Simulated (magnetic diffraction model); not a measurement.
**Which magnetic order? LaPrSb₅PPb₂**

Space group Pna2_1 (no. 33), a = 6.6610 Å, b = 29.0380 Å, c = 6.4940 Å.

```
site  atom       x       y       z
  4a    Pb  0.6238  0.2081  0.8400
  4a    Pb  0.9400  0.2080  0.3384
  4a    Pr  0.0272  0.0897  0.7524
  4a    La  0.5301  0.0982  0.2642
  4a    Sb  0.9810  0.2118  0.7237
  4a    Sb  0.5762  0.2166  0.2246
  4a    Sb  0.0430  0.1263  0.2524
  4a    Sb  0.5193  0.1306  0.7615
  4a    Sb  0.3206  0.0030  0.4619
  4a     P  0.6828  0.9974  0.5611
```

This is a made-up structure (elements placed in a structure type, unrelaxed), so the numbers test the method and describe no known phase.

Only Pr is taken to order (form factors of Pr3+); orders and moment sizes are assumed, and not adapted to the symmetry. Radiation: neutrons of λ = 2.0775 Å, 2° to 30°; isotropic B of 0.32 Å² (Pb), 0.35 Å² (Pr), 0.32 Å² (La), 0.37 Å² (Sb) and 0.67 Å² (P). The intensities are simulated: I ∝ L Σ (|F_N|² + |F_M⊥|²) for unpolarised neutrons, with F_M = 2.695 fm/μB × Σ f(s) S exp(2πi Q·r) exp(−B s²) at Q = H ± k (one set where k and −k are equivalent), only the part normal to Q counting and L = 1/(sin²θ cos θ). For a modulated order the moment at position r is S exp(−2πi k·r) + c.c., with S = m/2 for a sine wave of amplitude m and S = m(u + iv)/2 for moments turning in a plane, u and v being orthogonal unit vectors in it; the phase factor of the sum at Q = H + k is then exp(2πi H·r). Form factors are spin-only for 3d ions and dipole or tabulated for f ions, scattering lengths are Sears's of 1992, and absorption is left out. A label names one of the reflections at its angle. The strongest nuclear line in the range is 100, and lines under 0.2 are left out.

Above the ordering temperature:

```
2θ (°)    index      I
  8.21  (0 2 0)  100.0
 16.45  (0 4 0)    8.1
 18.41  (1 1 0)   12.9
 18.87  (0 1 1)    1.6
 19.76  (1 2 0)    9.8
 21.82  (1 3 0)    4.7
 22.21  (0 3 1)    2.7
 24.44  (1 4 0)   23.9
 24.79  (0 6 0)    0.2
 26.15  (1 1 1)    2.8
 27.13  (1 2 1)    6.6
 27.45  (1 5 0)    0.4
 28.70  (1 3 1)    0.5
```

Below it (cell unchanged):

| 2θ (°) | I |
| --- | --- |
| 5.96 | 2.9 |
| 7.24 | 2.7 |
| 8.21 | 100.0 |
| 10.15 | 0.7 |
| 11.94 | 0.7 |
| 12.62 | 1.1 |
| 13.70 | 0.2 |
| 14.50 | 0.7 |
| 16.45 | 8.1 |
| 17.19 | 0.3 |
| 18.41 | 12.9 |
| 18.87 | 1.6 |
| 19.36 | 0.5 |
| 19.76 | 9.8 |
| 19.80 | 1.0 |
| 21.06 | 0.8 |
| 21.82 | 4.7 |
| 22.00 | 0.4 |
| 22.21 | 2.7 |
| 22.38 | 0.8 |
| 23.02 | 0.5 |
| 23.51 | 0.6 |
| 24.36 | 0.3 |
| 24.44 | 23.9 |
| 24.79 | 0.2 |
| 25.29 | 0.5 |
| 25.41 | 0.3 |
| 25.52 | 0.4 |
| 26.15 | 2.8 |
| 27.06 | 0.2 |
| 27.13 | 6.6 |
| 27.45 | 0.4 |
| 27.59 | 0.3 |
| 28.43 | 0.2 |
| 28.70 | 0.5 |

**Question.** Find the propagation vector, then choose among these models:
A. moments turning in the plane of [010] and [001], 2.1 μB on Pr; signs + at (0.0272, 0.0897, 0.7524), + at (0.9728, 0.9103, 0.2524), − at (0.4728, 0.5897, 0.2524), + at (0.5272, 0.4103, 0.7524)
B. a sine wave with moments along [010] (amplitudes given), 2.1 μB on Pr; signs + at (0.0272, 0.0897, 0.7524), + at (0.9728, 0.9103, 0.2524), − at (0.4728, 0.5897, 0.2524), + at (0.5272, 0.4103, 0.7524)
C. moments turning in the plane of [001] and [100], 2.1 μB on Pr; signs + at (0.0272, 0.0897, 0.7524), + at (0.9728, 0.9103, 0.2524), − at (0.4728, 0.5897, 0.2524), + at (0.5272, 0.4103, 0.7524)
D. moments turning in the plane of [100] and [010], 2.1 μB on Pr; signs + at (0.0272, 0.0897, 0.7524), + at (0.9728, 0.9103, 0.2524), − at (0.4728, 0.5897, 0.2524), + at (0.5272, 0.4103, 0.7524)

The new lines index as (1/3 0 0) at 5.96°, (1/3 1 0) at 7.24°, (1/3 2 0) at 10.15° and (2/3 0 0) at 11.94°, that is as H ± k with k = (1/3 0 0). Satellites come in pairs about each point of the reciprocal lattice.

Magnetic intensity, observed (below minus above) and for each model:

| 2θ (°) | index | observed | A | B | C | D |
| --- | --- | --- | --- | --- | --- | --- |
| 5.96 | (1/3 0 0) | 2.9 | 5.8 | 2.9 | 2.9 | 2.9 |
| 7.24 | (1/3 1 0) | 2.7 | 6.6 | 2.7 | 5.2 | 3.9 |
| 10.15 | (1/3 2 0) | 0.7 | 2.7 | 0.7 | 3.3 | 2.0 |
| 12.62 | (2/3 1 0) | 1.1 | 2.4 | 1.1 | 1.4 | 1.3 |
| 13.70 | (1/3 3 0) | 0.2 | 1.3 | 0.2 | 2.0 | 1.1 |
| 14.50 | (2/3 2 0) | 0.7 | 1.6 | 0.7 | 1.3 | 1.0 |
| 17.51 | (1/3 4 0) | <0.2 | 0.7 | <0.2 | 1.2 | 0.7 |
| 19.80 | (1/3 1 1) | 1.0 | 1.1 | 1.0 | 1.1 | 1.9 |

Model B matches.

The structure used: k = (1/3 0 0), a sine wave with moments along [010] (amplitudes given), 2.1 μB on Pr; signs + at (0.0272, 0.0897, 0.7524), + at (0.9728, 0.9103, 0.2524), − at (0.4728, 0.5897, 0.2524), + at (0.5272, 0.4103, 0.7524).

[Logs are printed without paths, hosts, clocks, repeated set-up lines and the standing remarks that a program may print on its own settings, such as how far it seeks lower states.]
